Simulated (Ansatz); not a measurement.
# A hypothetical structure for CoAgS2

Starting from a made-up structure for CoAgS2, the aim is the relaxed cell, its shortest contacts and, where a second run follows, its electronic structure.

Method: DFT, PBE, plane-wave PAW, files of the set soft_1, scalar-relativistic, ferromagnetic start, cell and ions relaxed at zero pressure; PAW set soft_1, in the first sound run; inputs show where later runs differ, in Ansatz 0.2.0.

## (1) Set-up

The structure is hexagonal, space group P6_3/mmc (No. 194). The conventional cell has a = 3.600 Å, b = 3.600 Å, c = 15.070 Å, α = 90.00°, β = 90.00°, γ = 120.00°. Nearest to Ag lie 2 S at 2.52 Å. Co has 6 S at 2.43 Å nearest. Nearest to S lie 3 Co at 2.43 Å and 1 Ag at 2.52 Å. Farther neighbours and most contacts between anions are not listed.

As a file:

```cif
data_structure
_symmetry_space_group_name_H-M 'P6_3/mmc'
_symmetry_Int_Tables_number 194
_cell_length_a 3.6000
_cell_length_b 3.6000
_cell_length_c 15.0700
_cell_angle_alpha 90.000
_cell_angle_beta 90.000
_cell_angle_gamma 120.000
_cell_volume 169.14
loop_
_atom_site_label
_atom_site_type_symbol
_atom_site_symmetry_multiplicity
_atom_site_Wyckoff_symbol
_atom_site_fract_x
_atom_site_fract_y
_atom_site_fract_z
_atom_site_occupancy
Ag1 Ag 2 c 0.33333 0.66667 0.25000 1
Co1 Co 2 a 0.00000 0.00000 0.00000 1
S1 S 4 f 0.33333 0.66667 0.08300 1
```

## (2) Relaxing cell and atoms

The guess takes its coordinates from another compound and its volume from a rule, so the cell and any free coordinates are relaxed together.

Input file input.yaml:

```yaml
crystal:
  lattice:
    - [3.6, 0.0, 0.0]
    - [-1.8, 3.117691454, 0.0]
    - [0.0, 0.0, 15.07]
  atoms:
    - { symbol: Ag, position: [0.333333333, 0.666666667, 0.25] }
    - { symbol: Ag, position: [0.666666667, 0.333333333, 0.75] }
    - { symbol: Co, position: [0.0, 0.0, 0.0], spin: 2.0 }
    - { symbol: Co, position: [0.0, 0.0, 0.5], spin: 2.0 }
    - { symbol: S, position: [0.333333333, 0.666666667, 0.083] }
    - { symbol: S, position: [0.666666667, 0.333333333, 0.583] }
    - { symbol: S, position: [0.666666667, 0.333333333, 0.917] }
    - { symbol: S, position: [0.333333333, 0.666666667, 0.417] }
magnetization:
  spin_polarized: true
kpoints:
  mp_grid: { grid: [9, 9, 2] }
scf:
  occupations: { method: fermi_dirac, width: 0.05 }
hamiltonian:
  xc: pbe
  pseudopotentials: { kind: paw, azcp: { folder: soft_1 } }
relax:
  f_tol: 0.015
  max_steps: 70
  cell: {}
output:
  forces: true
  stress: true
```

On the command line:

```
ansatz run input.yaml --threads 4 --pin off --max-ram 10240MiB --backend cpu --events-out ev --progress --plain --runs-dir out
```

Numbers of over 12 decimals in the logs are rounded to 6 here.

What it wrote:

```text
Engine: ansatz 0.2.0, x86_64-unknown-linux-gnu
Pseudopotentials: kind: paw
Pseudopotential: Ag, paw, valence charge 19, recommended cutoff 420 eV (normal), soft_1/Ag.paw.azcp
Pseudopotential: Co, paw, valence charge 17, recommended cutoff 420 eV (normal), soft_1/Co.paw.azcp
Pseudopotential: S, paw, valence charge 6, recommended cutoff 420 eV (normal), soft_1/S.paw.azcp
Functional definition: PBE
  parameter kappa = 0.804
  parameter beta = 0.066725
  exchange = pbe_x(kappa = kappa, mu = beta*pi^2/3)
  correlation = pbe_c(beta = beta)
Crystal: 8 atoms, lattice volume = 169.141 Å³
Basis set: ecut = 420 eV, 3243 PW (Γ), exchange–correlation on 50×50×216 points (8 copies of the dense FFT grid, shifted against one another)
Bands: 60, of which v1, the nominal top of the filled ones, is band 48 counted from 1 (47 counted from 0)
Symmetry: 24 space group operations
Space group: P63/mmc (ITA 194), of the structure as read, at distance tolerance 5.5e-5 Å
Magnetic group: BNS 194.263 (UNI 1493), of the structure as read, at distance tolerance 5.5e-5 Å
k-points: 24 of 162
Non-local potential: Ag, projectors of the file, l = 0: 3, l = 1: 2, l = 2: 2, l = 3: 1
Non-local potential: Co, projectors of the file, l = 0: 3, l = 1: 2, l = 2: 3, l = 3: 1
Non-local potential: S, projectors of the file, l = 0: 2, l = 1: 2, l = 2: 1
PAW form: soft (Blöchl's): semilocal exchange-correlation on the pseudo side does not see the compensation charge
PAW one-centre angular grid: Ag, 590 points (default); XC on 64 Gauss nodes
PAW one-centre angular grid: Co, 590 points (default); XC on 64 Gauss nodes
PAW one-centre angular grid: S, 110 points (default); XC on 64 Gauss nodes
Initial density: superposition of atomic densities (chi_scale 0.1, normalization cell)
Starting moments: Σ|m| = 4 μB on 2 of 8 sites
Initial wavefunctions: pseudopotential atomic-orbital guess
Functional: x = pbe(κ = 0.804, μ = 0.219515), c = pbe(β = 0.066725)
SCF iter   1: F=—  HF=-29041.760195 eV  |F-HF|=—  |Δ(HF+E_count)|=         —  Δρ=2.47e-2 (↑2.43e-2 ↓2.47e-2)  dr2=8.57e0  dr2_m=3.57e-2  M=3.528 μB ∫|m|=3.893 μB  β_m=0.30  ethr=3.10e-3  ⟨swp⟩=7.3  Hψ=11842  notcnv=0  defer=31
Mixer restart at iter 1: flushing history
preconditioner: auto → Kerker (q_TF=auto, 2.483 Å⁻¹)  [metal: Δε(μ)=0.013 eV  Ē_g=7.628 eV  σ=0.050 eV  W_gap=0.06  n_scr=52 (ndim 8)  ℏωp=22.8 eV  f_vac=0.017  D(μ)=16.92/eV (n_scr^D=230)]
spin=Collinear: Kerker preconditioning applied to the charge; magnetization (m = ρ↑ − ρ↓) channel mixes plain (no charge-response kernel on spin).
SCF iter   2: F=—  HF=-29041.503661 eV  |F-HF|=—  |Δ(HF+E_count)|=   2.57e-1  Δρ=2.14e-2 (↑1.26e-2 ↓2.14e-2)  dr2=4.22e0  dr2_m=1.14e-1  M=3.120 μB ∫|m|=3.650 μB  β_m=0.50  ethr=3.10e-3  ⟨swp⟩=2.0  Hψ=3631  notcnv=0  defer=133
SCF iter   3: F=—  HF=-29042.244479 eV  |F-HF|=—  |Δ(HF+E_count)|=   7.41e-1  Δρ=2.16e-2 (↑1.49e-2 ↓2.16e-2)  dr2=1.88e0  dr2_m=4.43e-1  M=2.238 μB ∫|m|=3.205 μB  β_m=0.47  ethr=3.10e-3  ⟨swp⟩=3.0  Hψ=3867  notcnv=0  defer=182
SCF iter   4: F=—  HF=-29042.408598 eV  |F-HF|=—  |Δ(HF+E_count)|=   1.64e-1  Δρ=2.38e-2 (↑1.33e-2 ↓2.38e-2)  dr2=1.28e0  dr2_m=4.98e-1  M=1.486 μB ∫|m|=2.759 μB  β_m=0.17  ethr=1.96e-3  ⟨swp⟩=2.3  Hψ=3642  notcnv=0  defer=195
SCF iter   5: F=—  HF=-29042.519216 eV  |F-HF|=—  |Δ(HF+E_count)|=   1.11e-1  Δρ=2.20e-2 (↑2.20e-2 ↓1.30e-2)  dr2=5.07e-1  dr2_m=4.39e-1  M=1.056 μB ∫|m|=2.365 μB  β_m=0.48  ethr=1.33e-3  ⟨swp⟩=2.8  Hψ=3757  notcnv=0  defer=198
SCF iter   6: F=—  HF=-29042.869050 eV  |F-HF|=—  |Δ(HF+E_count)|=   3.50e-1  Δρ=1.53e-2 (↑1.53e-2 ↓3.03e-3)  dr2=5.97e-1  dr2_m=6.61e-2  M=0.109 μB ∫|m|=1.034 μB  β_m=0.82  ethr=5.28e-4  ⟨swp⟩=3.3  Hψ=5460  notcnv=0  defer=189
SCF iter   7: F=—  HF=-29042.842490 eV  |F-HF|=—  |Δ(HF+E_count)|=         —  Δρ=5.73e-3 (↑3.87e-3 ↓5.73e-3)  dr2=7.45e-3  dr2_m=3.39e-2  M=0.011 μB ∫|m|=0.275 μB  β_m=0.82  ethr=5.28e-4  ⟨swp⟩=2.5  Hψ=4336  notcnv=0  defer=200
SCF iter   8: F=—  HF=-29042.866726 eV  |F-HF|=—  |Δ(HF+E_count)|=   2.42e-2  Δρ=5.70e-3 (↑5.70e-3 ↓3.06e-3)  dr2=1.88e-2  dr2_m=2.60e-2  M=-0.002 μB ∫|m|=0.067 μB  β_m=0.80  ethr=7.76e-6  ⟨swp⟩=2.7  Hψ=5444  notcnv=0  defer=180
SCF iter   9: F=—  HF=-29042.875782 eV  |F-HF|=—  |Δ(HF+E_count)|=   9.06e-3  Δρ=1.53e-3 (↑1.53e-3 ↓1.49e-3)  dr2=7.72e-3  dr2_m=7.11e-4  M=0.002 μB ∫|m|=0.095 μB  β_m=0.90  ethr=7.76e-6  ⟨swp⟩=2.1  Hψ=4041  notcnv=0  defer=180
SCF iter  10: F=—  HF=-29042.877137 eV  |F-HF|=—  |Δ(HF+E_count)|=   1.35e-3  Δρ=1.11e-3 (↑7.78e-4 ↓1.11e-3)  dr2=2.01e-4  dr2_m=1.37e-3  M=0.002 μB ∫|m|=0.045 μB  β_m=0.94  ethr=7.76e-6  ⟨swp⟩=2.0  Hψ=3769  notcnv=0  defer=180
SCF iter  11: F=—  HF=-29042.877213 eV  |F-HF|=—  |Δ(HF+E_count)|=   7.65e-5  Δρ=4.33e-4 (↑4.33e-4 ↓3.99e-4)  dr2=8.97e-6  dr2_m=2.65e-4  M=0.001 μB ∫|m|=0.013 μB  β_m=0.97  ethr=2.10e-7  ⟨swp⟩=2.1  Hψ=4767  notcnv=0  defer=180
SCF iter  12: F=—  HF=-29042.877210 eV  |F-HF|=—  |Δ(HF+E_count)|=   2.78e-6  Δρ=1.19e-4 (↑1.05e-4 ↓1.19e-4)  dr2=1.96e-6  dr2_m=1.90e-5  M=0.000 μB ∫|m|=0.002 μB  β_m=0.98  ethr=9.34e-9  ⟨swp⟩=2.0  Hψ=5206  notcnv=0  defer=180
SCF iter  13: F=—  HF=-29042.877078 eV  |F-HF|=—  |Δ(HF+E_count)|=   1.32e-4  Δρ=6.72e-5 (↑6.72e-5 ↓6.11e-5)  dr2=7.58e-7  dr2_m=6.27e-6  M=-0.000 μB ∫|m|=0.002 μB  β_m=0.90  ethr=2.04e-9  ⟨swp⟩=2.1  Hψ=4900  notcnv=0  defer=180
SCF iter  14: F=—  HF=-29042.877078 eV  |F-HF|=—  |Δ(HF+E_count)|=   1.85e-7  Δρ=1.74e-5 (↑1.68e-5 ↓1.74e-5)  dr2=1.47e-7  dr2_m=4.38e-7  M=-0.000 μB ∫|m|=0.001 μB  β_m=0.82  ethr=7.90e-10  ⟨swp⟩=2.0  Hψ=4195  notcnv=0  defer=180
SCF iter  15: F=—  HF=-29042.877078 eV  |F-HF|=—  |Δ(HF+E_count)|=  7.28e-10  Δρ=3.25e-6 (↑2.39e-6 ↓3.25e-6)  dr2=2.19e-8  dr2_m=1.05e-8  M=-0.000 μB ∫|m|=0.000 μB  β_m=0.91  ethr=1.53e-10  ⟨swp⟩=2.0  Hψ=4092  notcnv=0  defer=180
SCF iter  16: F=—  HF=-29042.877078 eV  |F-HF|=—  |Δ(HF+E_count)|=   7.55e-9  Δρ=6.96e-7 (↑5.66e-7 ↓6.96e-7)  dr2=3.10e-9  dr2_m=8.00e-11  M=0.000 μB ∫|m|=0.000 μB  β_m=0.95  ethr=2.29e-11  ⟨swp⟩=2.0  Hψ=4023  notcnv=0  defer=180
SCF iter  17: F=-29042.877078 eV  HF=-29042.877078 eV  |F-HF|=7.68e-9  |Δ(HF+E_count)|=   2.07e-9  Δρ=1.18e-6 (↑1.15e-6 ↓1.18e-6)  dr2=8.42e-9  dr2_m=5.10e-12  M=-0.000 μB ∫|m|=0.000 μB  ethr=3.22e-12  ⟨swp⟩=1.0  Hψ=7997  notcnv=0
[...]
Initial wavefunctions: pseudopotential atomic-orbital guess (no wavefunctions were taken with the density)
iter 1 solved again at ethr=1.73e-6 eV; its pass at ethr=3.10e-3 eV (dr2=1.67e-3 eV) is discarded
SCF iter   1: F=—  HF=-29044.387027 eV  |F-HF|=—  |Δ(HF+E_count)|=         —  Δρ=3.26e-4 (↑3.26e-4 ↓3.26e-4)  dr2=4.33e-4  dr2_m=6.17e-12  M=0.000 μB ∫|m|=0.000 μB  β_m=0.65  ethr=1.73e-6  ⟨swp⟩=3.5  Hψ=20045  notcnv=0
preconditioner: auto → Resta (q_TF=auto, 2.564 Å⁻¹)  ε∞=9.1  [insulator: Δε(μ)=0.332 eV  Ē_g=8.861 eV  σ=0.050 eV  W_gap=0.92  n_scr=52 (ndim 8)  ℏωp=25.2 eV  f_vac=0.011  D(μ)=0.17/eV (n_scr^D=2)  ε∞_Penn≈9.1]
spin=Collinear: Resta preconditioning applied to the charge; magnetization (m = ρ↑ − ρ↓) channel mixes plain (no charge-response kernel on spin).
SCF iter   2: F=—  HF=-29044.386916 eV  |F-HF|=—  |Δ(HF+E_count)|=   1.11e-4  Δρ=1.01e-4 (↑1.01e-4 ↓1.01e-4)  dr2=2.02e-5  dr2_m=3.21e-12  M=0.000 μB ∫|m|=0.000 μB  β_m=0.51  ethr=4.51e-7  ⟨swp⟩=2.6  Hψ=4316  notcnv=0
SCF iter   3: F=—  HF=-29044.386955 eV  |F-HF|=—  |Δ(HF+E_count)|=   3.93e-5  Δρ=4.93e-5 (↑4.93e-5 ↓4.92e-5)  dr2=6.39e-6  dr2_m=1.32e-12  M=0.000 μB ∫|m|=0.000 μB  β_m=0.52  ethr=2.10e-8  ⟨swp⟩=2.0  Hψ=5174  notcnv=0
SCF iter   4: F=—  HF=-29044.386980 eV  |F-HF|=—  |Δ(HF+E_count)|=   2.49e-5  Δρ=5.16e-5 (↑5.15e-5 ↓5.16e-5)  dr2=1.22e-5  dr2_m=1.71e-12  M=-0.000 μB ∫|m|=0.000 μB  β_m=0.64  ethr=6.66e-9  ⟨swp⟩=2.0  Hψ=3623  notcnv=0
SCF iter   5: F=—  HF=-29044.387008 eV  |F-HF|=—  |Δ(HF+E_count)|=   2.78e-5  Δρ=4.76e-5 (↑4.76e-5 ↓4.76e-5)  dr2=1.35e-5  dr2_m=2.48e-13  M=-0.000 μB ∫|m|=0.000 μB  β_m=0.82  ethr=6.66e-9  ⟨swp⟩=2.1  Hψ=4058  notcnv=0
SCF iter   6: F=—  HF=-29044.387028 eV  |F-HF|=—  |Δ(HF+E_count)|=   2.08e-5  Δρ=4.16e-5 (↑4.16e-5 ↓4.16e-5)  dr2=1.09e-5  dr2_m=1.22e-13  M=0.000 μB ∫|m|=0.000 μB  β_m=0.91  ethr=6.66e-9  ⟨swp⟩=2.2  Hψ=4208  notcnv=0
SCF iter   7: F=—  HF=-29044.387042 eV  |F-HF|=—  |Δ(HF+E_count)|=   1.39e-5  Δρ=4.32e-6 (↑4.27e-6 ↓4.32e-6)  dr2=1.22e-7  dr2_m=1.18e-12  M=0.000 μB ∫|m|=0.000 μB  β_m=0.95  ethr=6.66e-9  ⟨swp⟩=3.0  Hψ=5558  notcnv=0
SCF iter   8: F=—  HF=-29044.387042 eV  |F-HF|=—  |Δ(HF+E_count)|=  6.58e-10  Δρ=1.54e-6 (↑1.52e-6 ↓1.54e-6)  dr2=1.09e-8  dr2_m=1.19e-13  M=0.000 μB ∫|m|=0.000 μB  β_m=0.97  ethr=1.27e-10  ⟨swp⟩=2.1  Hψ=4149  notcnv=0
SCF iter   9: F=—  HF=-29044.387042 eV  |F-HF|=—  |Δ(HF+E_count)|=   1.65e-9  Δρ=2.98e-7 (↑2.98e-7 ↓2.93e-7)  dr2=4.35e-10  dr2_m=1.17e-14  M=0.000 μB ∫|m|=0.000 μB  β_m=0.99  ethr=1.14e-11  ⟨swp⟩=2.0  Hψ=4398  notcnv=0
SCF iter  10: F=—  HF=-29044.387042 eV  |F-HF|=—  |Δ(HF+E_count)|=   1.65e-9  Δρ=2.64e-7 (↑2.63e-7 ↓2.64e-7)  dr2=3.85e-10  dr2_m=1.91e-16  M=0.000 μB ∫|m|=0.000 μB  β_m=0.99  ethr=1.00e-12  ⟨swp⟩=2.3  Hψ=4998  notcnv=0
SCF iter  11: F=—  HF=-29044.387042 eV  |F-HF|=—  |Δ(HF+E_count)|=  2.58e-10  Δρ=1.21e-7 (↑1.21e-7 ↓1.21e-7)  dr2=9.11e-11  dr2_m=2.98e-17  M=0.000 μB ∫|m|=0.000 μB  β_m=1.00  ethr=1.00e-12  ⟨swp⟩=2.0  Hψ=3323  notcnv=0
SCF iter  12: F=—  HF=-29044.387042 eV  |F-HF|=—  |Δ(HF+E_count)|=  8.00e-11  Δρ=1.50e-8 (↑1.48e-8 ↓1.50e-8)  dr2=1.63e-12  dr2_m=1.34e-17  M=0.000 μB ∫|m|=0.000 μB  β_m=0.88  ethr=1.00e-12  ⟨swp⟩=2.0  Hψ=3140  notcnv=0
SCF iter  13: F=-29044.387042 eV  HF=-29044.387042 eV  |F-HF|=3.64e-12  |Δ(HF+E_count)|=    0.00e0  Δρ=3.40e-8 (↑3.40e-8 ↓3.39e-8)  dr2=6.92e-12  dr2_m=3.92e-18  M=0.000 μB ∫|m|=0.000 μB  ethr=1.00e-12  ⟨swp⟩=3.0  Hψ=8768  notcnv=0
the starting moments were not kept: the SCF closed with an absolute magnetisation of 2.0e-9 μB, where they sum to 4 μB in size (2 sites). That is at most 0.1 of that sum. Measured as dr2_m measures the in/out step, that magnetisation stands 1.3e-18 eV from none, at or under the dr2_threshold of 8.0e-11 eV: it is no larger than a step whose dr2_m would equal this threshold.
SCF 7 converged in 13 iterations: F = -29044.387042 eV  dr2 = 6.92e-12
relax step   7: F+E_penalty+E_count = -29044.38704224 eV  Δ(F+E_penalty+E_count) = +9.509e-3 eV  max|allowed force component| = 2.172e-3 eV/Å  Δτ_max = 0.0000 Å  P = -0.013 GPa  Ω = 139.483 Å³  stress off target by 1.85e-2 GPa  SCF on the basis re-selected at this cell (its energy is not comparable with the rows above)  (13 SCF iters)
basis re-selected at this cell: Δ(F+E_penalty+E_count) = +9.509e-3 eV, ΔP = -0.013 GPa vs the last step (what re-selecting the basis moved, of the pressure what is left beyond the Pulay correction that the steps carried, after the strain that the cell walked since its last selection, with what the two solves' SCF thresholds leave and, on support functions, any second-order correction that the steps lacked; it is no measure of the basis error at this ecutwfc). The dense FFT grid was sized anew with the basis: this SCF ran on 24×24×96 points, the steps before it on 25×25×108, so part of this shift can come from that change (see relax.cell in the input reference). [rest of the remark cut]
SCF converged after 13 iterations
Magnetization: 0.0000 μB (48.0000 up, 48.0000 down)
Absolute magnetization: 0.0000 μB (∫|ρ↑−ρ↓|, with the PAW one-centre terms)
Spin contamination: 0.0000 ħ² per cell (⟨S²⟩ above its minimum at these occupations)
Per-site moments (μB) at R_I (Å): [(-2.0736711917987504e-11, 0.991986), (-2.073655960436828e-11, 0.991986), (4.751717839893004e-10, 0.929532), (4.751717267461177e-10, 0.929532), (-1.1662737779076719e-10, 0.929532), (-1.1662739445872658e-10, 0.929532), (-1.1662740766422513e-10, 0.929532), (-1.1662737998329227e-10, 0.929532)]
Free energy (F): -29044.387042 eV
Harris-Foulkes:  -29044.387042 eV  (|F-HF|=3.64e-12)
Internal energy: -29044.384861 eV  (E = F + TS)
E sigma→0 (E₀):  -29044.385951 eV
Entropy (-TS):   -0.002182 eV (-0.273 meV/atom)
Fermi energy:    10.485024 eV
--- Per-component energies (eV) ---
  E_band       = -1395.861444
  E_kinetic    = 1948.756772
  E_local      = -13938.554336  (includes V_loc(G=0)·N_el)
  E_nonlocal   = 1070.794717
  E_hartree    = 6323.749113
  E_xc         = -858.355689
  E_vxc        = -971.209484  (∫ρ·V_xc dr)
  E_paw        = -13490.752555  (= ΣΔE_a)
  E_vpaw       = -2153.148354  (= ΣTr[D̂ρ^β])
  E_aug_tail   = 0.000746  (compensation charges beyond the density's cutoff)
  E_ewald      = -10100.023629
  E_smearing   = -0.002182  (= −TS)
  E_closure    = -0.000000  (closes the sum)
  Σ components = -29044.387042   (vs F -29044.387042, Δ=0.00e0)
--- Forces (eV/Å), atoms counted from 1 ---
  atom   1  Ag    -0.00000000    -0.00000000     0.00000000
  atom   2  Ag    -0.00000000     0.00000000     0.00000000
  atom   3  Co     0.00000000     0.00000000    -0.00000000
  atom   4  Co     0.00000000    -0.00000000     0.00000000
  atom   5  S     -0.00000000     0.00000000    -0.00217243
  atom   6  S      0.00000000    -0.00000000    -0.00217243
  atom   7  S      0.00000000    -0.00000000     0.00217243
  atom   8  S     -0.00000000     0.00000000     0.00217243
  max |Σ_I F_I| component: 1.85e-17 eV/Å
--- Stress (GPa, compression-positive) ---
       -0.018460       0.000000       0.000000
        0.000000      -0.018460       0.000000
        0.000000       0.000000      -0.000894
  P = ⅓ Tr σ = -0.0126 GPa (-0.126 kbar)
--- Relaxed structure (6 steps of the walk, 6 accepted, 1 SCFs on fresh bases) ---
  F+E_penalty+E_count = -29044.38704224 eV   max|allowed force component| = 2.172e-3 eV/Å   (the final SCF, on the basis selected at the relaxed cell)
  cell:  # Å, volume = 139.4826 Å³
    - [3.373476, 0.0, 0.0]
    - [-1.686738, 2.921516, 0.0]
    - [0.0, 0.0, 14.152539]
  atoms:
    - { symbol: Ag, position: [0.333333, 0.666667, 0.25] }
    - { symbol: Ag, position: [0.666667, 0.333333, 0.75] }
    - { symbol: Co, position: [0, 0, 0] }
    - { symbol: Co, position: [0, 0, 0.5] }
    - { symbol: S, position: [0.333333, 0.666667, 0.080079] }
    - { symbol: S, position: [0.666667, 0.333333, 0.580079] }
    - { symbol: S, position: [0.666667, 0.333333, 0.919921] }
    - { symbol: S, position: [0.333333, 0.666667, 0.419921] }
```

Wall time 19 s (4 threads of AMD EPYC 9B45 (Zen 5), shared host); peak memory 0.84 GiB.

The steps of the relaxation:

```csv
step,energy less that of the first step (eV),largest force component (eV/Å),pressure (GPa),volume (Å³)
1,0.0000,1.0751,-12.51,169.14
2,-1.2817,0.4721,-6.11,150.26
3,-1.4253,0.1171,4.92,132.89
4,-1.5167,0.0267,-0.63,140.52
5,-1.5195,0.0064,-0.01,139.51
6,-1.5195,0.0019,0.00,139.48
7*,-1.5100,0.0022,-0.01,139.48
```

Relaxation steps marked * repeat the geometry before them on a plane-wave basis chosen anew for their cell, so energy and pressure can jump there.

The run keeps the 24 symmetry operations that it works with, so distortions that break them were not tested.

```csv
"conventional cell, symmetrised",before,after,change
a (Å),3.600,3.373,-6.3 %
b (Å),3.600,3.373,-6.3 %
c (Å),15.070,14.153,-6.1 %
volume (Å³/atom),21.14,17.44,-17.5 %
```

The atoms that moved most (Å, as changes of fractional coordinates times the final cell):

```csv
atom,dx,dy,dz,length
S6,0.000,0.000,-0.041,0.041
S7,0.000,0.000,0.041,0.041
S5,0.000,0.000,-0.041,0.041
S8,0.000,0.000,0.041,0.041
```

This step gave:

- free energy: -29044.3870 eV
- energy at zero smearing: -29044.3860 eV
- smearing term TS: 0.002182 eV
- Fermi energy: 10.49 eV
- gap by band count: 0.3282 eV
- electrons: 96
- symmetry operations: 24
- pressure: -0.01260 GPa

The shortest distance of each pair, which need not be the same contact before and after:

```csv
pair,guess (Å),relaxed (Å)
Co–S,2.426,2.253
Ag–S,2.517,2.405
S–S,3.252,2.988
Ag–Ag,3.600,3.373
Co–Co,3.600,3.373
```

The relaxation ends with a largest force component of 0.0022 eV/Å and a pressure of -0.01 GPa. No moment survives the cycle: this start ends non-magnetic.

(Part 1 of 2 ends here.)

[Logs are printed without paths, hosts, clocks, repeated set-up lines and the standing remarks that a program may print on its own settings, such as how far it seeks lower states.]

[Hosts, paths, dates, database ids (printed as entryN), source tags and the programs' standing remarks are cut or masked in the printed files.]
